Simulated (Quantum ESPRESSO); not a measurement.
## Magnetic state of Ti2FeS4 (Heideite) from several starts

A self-consistent run ends on one state, which hangs on the start. Several orders of Ti2FeS4 (Heideite) are started in Quantum ESPRESSO and their energies compared.

Method: LDA; plane waves with GBRV 1.5 LDA potentials, no spin-orbit coupling, in Quantum ESPRESSO 7.5.

The database entry behind the starting cell has ideal inner coordinates that were not refined, so it need not match the best structure at ambient conditions.

## Step 1: The starting structure

The structure is monoclinic, space group C2/m (No. 12). Conventional cell: a = 13.340 Å, b = 3.437 Å, c = 5.953 Å, α = 90.00°, β = 116.40°, γ = 90.00°. Nearest to Ti lie 6 S at 2.48 Å. Nearest to Fe lie 6 S at 2.48 to 2.49 Å. Nearest to S lie 3 Ti at 2.48 Å and 2 Fe at 2.48 Å. Nearest to S lie 3 Ti at 2.48 Å and 1 Fe at 2.49 Å. Farther neighbours and most contacts between anions are not listed.

Structure file:

```cif
data_structure
_symmetry_space_group_name_H-M 'C2/m'
_symmetry_Int_Tables_number 12
_cell_length_a 13.3396
_cell_length_b 3.4370
_cell_length_c 5.9530
_cell_angle_alpha 90.000
_cell_angle_beta 116.404
_cell_angle_gamma 90.000
_cell_volume 244.46
loop_
_atom_site_label
_atom_site_type_symbol
_atom_site_symmetry_multiplicity
_atom_site_Wyckoff_symbol
_atom_site_fract_x
_atom_site_fract_y
_atom_site_fract_z
_atom_site_occupancy
Ti1 Ti 4 i 0.25000 0.00000 0.25000 1
Fe1 Fe 2 a 0.00000 0.00000 0.00000 1
S1 S 4 i 0.37500 0.00000 0.04167 1
S2 S 4 i 0.37500 0.50000 0.54167 1
```

The cell comes from the Crystallography Open Database.

## Step 2: Start 1: ferro +++

The signs are those of the starting moments on the seeded atoms, the atoms that are given a moment.

pw.in

```
&CONTROL
  calculation = 'scf'
  prefix = 'pwscf'
  outdir = './tmp'
  pseudo_dir = './pseudo'
  disk_io = 'nowf'
/
&SYSTEM
  ibrav = 0
  nat = 7
  ntyp = 3
  ecutwfc = 40
  ecutrho = 280
  nbnd = 46
  occupations = 'smearing'
  smearing = 'fd'
  degauss = 0.00367493
  nspin = 2
  starting_magnetization(1) = 0.0833
  starting_magnetization(2) = 0.25
  starting_magnetization(3) = 0
/
&ELECTRONS
  conv_thr = 1.4d-08
  electron_maxstep = 150
  mixing_beta = 0.3
/
ATOMIC_SPECIES
Ti     47.8670 ti_lda_v1.4.uspp.F.UPF
Fe     55.8450 fe_lda_v1.5.uspp.F.UPF
S      32.0600 s_lda_v1.4.uspp.F.UPF
CELL_PARAMETERS angstrom
   6.6697945058   -1.7185000000    0.0000000000
   6.6697945058    1.7185000000    0.0000000000
  -2.6473131945    0.0000000000    5.3319735418
ATOMIC_POSITIONS crystal
Ti      0.2500000000    0.2500000000    0.2500000000
Ti      0.7500000000    0.7500000000    0.7500000000
Fe      0.0000000000    0.0000000000    0.0000000000
S       0.3750000000    0.3750000000    0.0416700000
S       0.6250000000    0.6250000000    0.9583300000
S       0.8750000000    0.8750000000    0.5416700000
S       0.1250000000    0.1250000000    0.4583300000
K_POINTS automatic
6 6 6 0 0 0
```

The run is started by

```console
$ OMP_NUM_THREADS=1 mpirun -n 4 pw.x -nk 4 -in pw.in > pw.out
```

What it wrote:

```text
Program PWSCF v.7.5 starts

     Message from routine setup:
     using ibrav=0 with symmetry is DISCOURAGED, use correct ibrav instead

     K-points division:     npool     =       4
     Subspace diagonalization in iterative solution of the eigenvalue problem:

     G-vector sticks info
     --------------------
     sticks:   dense  smooth     PW     G-vecs:    dense   smooth      PW
     Sum        1831    1047    339                65303    28193    5207

     Using Slab Decomposition

     bravais-lattice index     =            0
     lattice parameter (alat)  =      13.0157  a.u.
     unit-cell volume          =     824.8530 (a.u.)^3
     number of atoms/cell      =            7
     number of atomic types    =            3
     number of electrons       =        64.00
     number of Kohn-Sham states=           46
     kinetic-energy cutoff     =      40.0000  Ry
     charge density cutoff     =     280.0000  Ry
     scf convergence threshold =      1.4E-08
     mixing beta               =       0.3000
     number of iterations used =            8  plain     mixing
     Exchange-correlation=  SLA  PZ   NOGX NOGC
                           (   1   1   0   0   0   0   0)

     celldm(1)=  13.015728  celldm(2)=   0.000000  celldm(3)=   0.000000
     celldm(4)=   0.000000  celldm(5)=   0.000000  celldm(6)=   0.000000

     crystal axes: (cart. coord. in units of alat)
               a(1) = (   0.968373  -0.249505   0.000000 )
               a(2) = (   0.968373   0.249505   0.000000 )
               a(3) = (  -0.384358   0.000000   0.774138 )

     reciprocal axes: (cart. coord. in units 2 pi/alat)
               b(1) = (  0.516330 -2.003965  0.256357 )
               b(2) = (  0.516330  2.003965  0.256357 )
               b(3) = ( -0.000000  0.000000  1.291759 )

     PseudoPot. # 1 for Ti read from file:
     ti_lda_v1.4.uspp.F.UPF
     Pseudo is Ultrasoft + core correction, Zval = 12.0
     Generated by new atomic code, or converted to UPF format
     Using radial grid of  851 points,  6 beta functions with:
                l(1) =   0
                l(2) =   0
                l(3) =   1
                l(4) =   1
                l(5) =   2
                l(6) =   2
     Q(r) pseudized with  6 coefficients,  rinner =    1.000   1.000   1.000
                                                       1.000   1.000

     PseudoPot. # 2 for Fe read from file:
     fe_lda_v1.5.uspp.F.UPF
     Pseudo is Ultrasoft + core correction, Zval = 16.0
     Generated by new atomic code, or converted to UPF format
     Using radial grid of  861 points,  6 beta functions with:
                l(1) =   0
                l(2) =   0
                l(3) =   1
                l(4) =   1
                l(5) =   2
                l(6) =   2
     Q(r) pseudized with  8 coefficients,  rinner =    1.000   1.000   1.000
                                                       1.000   1.000

     PseudoPot. # 3 for S  read from file:
     s_lda_v1.4.uspp.F.UPF
     Pseudo is Ultrasoft + core correction, Zval =  6.0
     Generated by new atomic code, or converted to UPF format
     Using radial grid of  907 points,  6 beta functions with:
                l(1) =   0
                l(2) =   0
                l(3) =   1
                l(4) =   1
                l(5) =   2
                l(6) =   2
     Q(r) pseudized with  8 coefficients,  rinner =    1.300   1.300   1.300
                                                       1.300   1.300

     atomic species   valence    mass     pseudopotential
     Ti               12.00    47.86700     Ti( 1.00)
     Fe               16.00    55.84500     Fe( 1.00)
     S                 6.00    32.06000     S ( 1.00)

     Starting magnetic structure
     atomic species   magnetization
     Ti              0.083
     Fe              0.250
     S               0.000

      4 Sym. Ops., with inversion, found

   Cartesian axes

     site n.     atom                  positions (alat units)
         1        Ti     tau(   1) = (   0.3880972   0.0000000   0.1935345  )
         2        Ti     tau(   2) = (   1.1642917   0.0000000   0.5806035  )
         3        Fe     tau(   3) = (   0.0000000   0.0000000   0.0000000  )
         4        S      tau(   4) = (   0.7102639   0.0000000   0.0322583  )
         5        S      tau(   5) = (   0.8421251  -0.0000000   0.7418797  )
         6        S      tau(   6) = (   1.4864584   0.0000000   0.4193273  )
         7        S      tau(   7) = (   0.0659306   0.0000000   0.3548107  )

     number of k points=    68  Fermi-Dirac smearing, width (Ry)=  0.0037
                       cart. coord. in units 2pi/alat
        k(    1) = (   0.0000000   0.0000000   0.0000000), wk =   0.0046296
        k(    2) = (   0.0000000   0.0000000   0.2152932), wk =   0.0092593
        k(    3) = (   0.0000000   0.0000000   0.4305864), wk =   0.0092593
        k(    4) = (   0.0000000   0.0000000  -0.6458797), wk =   0.0046296
        k(    5) = (   0.0860550   0.3339941   0.0427261), wk =   0.0185185
        [... 63 further k-points ...]

     Dense  grid:    65303 G-vectors     FFT dimensions: (  72,  72,  60)

     Smooth grid:    28193 G-vectors     FFT dimensions: (  54,  54,  45)

     Check: negative core charge=   -0.000014
     Generating pointlists ...
     new r_m :   0.1486 (alat units)  1.9343 (a.u.) for type    1
     new r_m :   0.1487 (alat units)  1.9352 (a.u.) for type    2
     new r_m :   0.1486 (alat units)  1.9343 (a.u.) for type    3

     Initial potential from superposition of free atoms

     starting charge      60.9998, renormalised to      64.0000

     negative rho (up, down):  1.191E-03 1.006E-03
     Starting wfcs are   49 randomized atomic wfcs

     Self-consistent Calculation

     iteration #  1     ecut=    40.00 Ry     beta= 0.30
     Davidson diagonalization with overlap
     ethr =  1.00E-02,  avg # of iterations =  5.0

     negative rho (up, down):  7.184E-04 8.402E-04

     total energy              =    -581.29597328 Ry
     estimated scf accuracy    <      10.39943689 Ry

     total magnetization       =     3.53 Bohr mag/cell
     absolute magnetization    =     3.84 Bohr mag/cell

     iteration #  2     ecut=    40.00 Ry     beta= 0.30
     Davidson diagonalization with overlap
     ethr =  1.00E-02,  avg # of iterations =  3.0

     negative rho (up, down):  8.265E-04 9.384E-04

     total energy              =    -585.33222862 Ry
     estimated scf accuracy    <      33.49697675 Ry

     total magnetization       =     0.18 Bohr mag/cell
     absolute magnetization    =     0.41 Bohr mag/cell

     iteration #  3     ecut=    40.00 Ry     beta= 0.30
     Davidson diagonalization with overlap
     ethr =  1.00E-02,  avg # of iterations =  2.0

     negative rho (up, down):  8.600E-04 9.754E-04

     total energy              =    -585.46456654 Ry
     estimated scf accuracy    <       8.76746597 Ry

     total magnetization       =     1.23 Bohr mag/cell
     absolute magnetization    =     1.32 Bohr mag/cell

     [... further iterations left out ...]

     iteration # 16     ecut=    40.00 Ry     beta= 0.30
     Davidson diagonalization with overlap
     ethr =  8.50E-09,  avg # of iterations =  1.0

     negative rho (up, down):  8.887E-04 5.598E-04

     total energy              =    -585.74253477 Ry
     estimated scf accuracy    <       0.00000330 Ry

     total magnetization       =     2.50 Bohr mag/cell
     absolute magnetization    =     3.56 Bohr mag/cell

     iteration # 17     ecut=    40.00 Ry     beta= 0.30
     Davidson diagonalization with overlap
     ethr =  5.16E-09,  avg # of iterations =  1.0

     negative rho (up, down):  8.888E-04 5.595E-04

     total energy              =    -585.74253499 Ry
     estimated scf accuracy    <       0.00000020 Ry

     total magnetization       =     2.50 Bohr mag/cell
     absolute magnetization    =     3.55 Bohr mag/cell

     iteration # 18     ecut=    40.00 Ry     beta= 0.30
     Davidson diagonalization with overlap
     ethr =  3.12E-10,  avg # of iterations =  4.2

     negative rho (up, down):  8.885E-04 5.598E-04

     total energy              =    -585.74253507 Ry
     estimated scf accuracy    <       0.00000004 Ry

     total magnetization       =     2.50 Bohr mag/cell
     absolute magnetization    =     3.55 Bohr mag/cell

     iteration # 19     ecut=    40.00 Ry     beta= 0.30
     Davidson diagonalization with overlap
     ethr =  5.52E-11,  avg # of iterations =  3.3

     negative rho (up, down):  8.882E-04 5.600E-04

     Magnetic moment per site  (integrated on atomic sphere of radius R)
     atom   1 (R=0.149)  charge=  9.7538  magn= -0.1874
     atom   2 (R=0.149)  charge=  9.7538  magn= -0.1874
     atom   3 (R=0.149)  charge= 14.2670  magn=  2.7129
     atom   4 (R=0.149)  charge=  4.3373  magn=  0.0506
     atom   5 (R=0.149)  charge=  4.3373  magn=  0.0506
     atom   6 (R=0.149)  charge=  4.2974  magn=  0.0360
     atom   7 (R=0.149)  charge=  4.2974  magn=  0.0360

     End of self-consistent calculation

     Number of k-points >= 100: set verbosity='high' to print the bands.

     the Fermi energy is     9.6638 ev

!    total energy              =    -585.74253508 Ry
     estimated scf accuracy    <          4.4E-09 Ry
     smearing contrib. (-TS)   =      -0.00372666 Ry
     internal energy E=F+TS    =    -585.73880842 Ry

     The total energy is F=E-TS. E is the sum of the following terms:
     one-electron contribution =    -320.27169748 Ry
     hartree contribution      =     183.26227574 Ry
     xc contribution           =     -98.22854028 Ry
     ewald contribution        =    -350.50084640 Ry

     total magnetization       =     2.50 Bohr mag/cell
     absolute magnetization    =     3.55 Bohr mag/cell

     convergence has been achieved in  19 iterations

=------------------------------------------------------------------------------=
   JOB DONE.
=------------------------------------------------------------------------------=
```

The job ended after 4.5 min (4 MPI ranks of Intel Xeon 6975P-C (Granite Rapids), shared host; peak memory 1 GiB).

Spin moment in the atom's sphere by atom:

| atom | spin moment in the atom's sphere (μB) |
| --- | --- |
| Ti1 | -0.19 |
| Ti2 | -0.19 |
| Fe3 | 2.71 |
| S4 | 0.05 |
| S5 | 0.05 |
| S6 | 0.04 |
| S7 | 0.04 |

Numbers from this step:

```
smearing term TS       : 0.05070 eV
magnetization          : 2.501 μB
absolute magnetization : 3.552 μB
final state            : ferrimagnetic
```

The typed signs were not kept.

(Continued in part 2 of 2.)

[Logs and program files are shortened in this print: banners, set-up blocks, solver, clock and traceback lines can be left out without a mark of their own.]

[Logs are printed without paths, hosts, clocks, repeated set-up lines and the standing remarks that a program may print on its own settings, such as how far it seeks lower states.]

[Hosts, paths, dates, database ids (printed as entryN), source tags and the programs' standing remarks are cut or masked in the printed files.]

[Where a cell is said to come from a database of computed structures, the database is the Materials Project.]
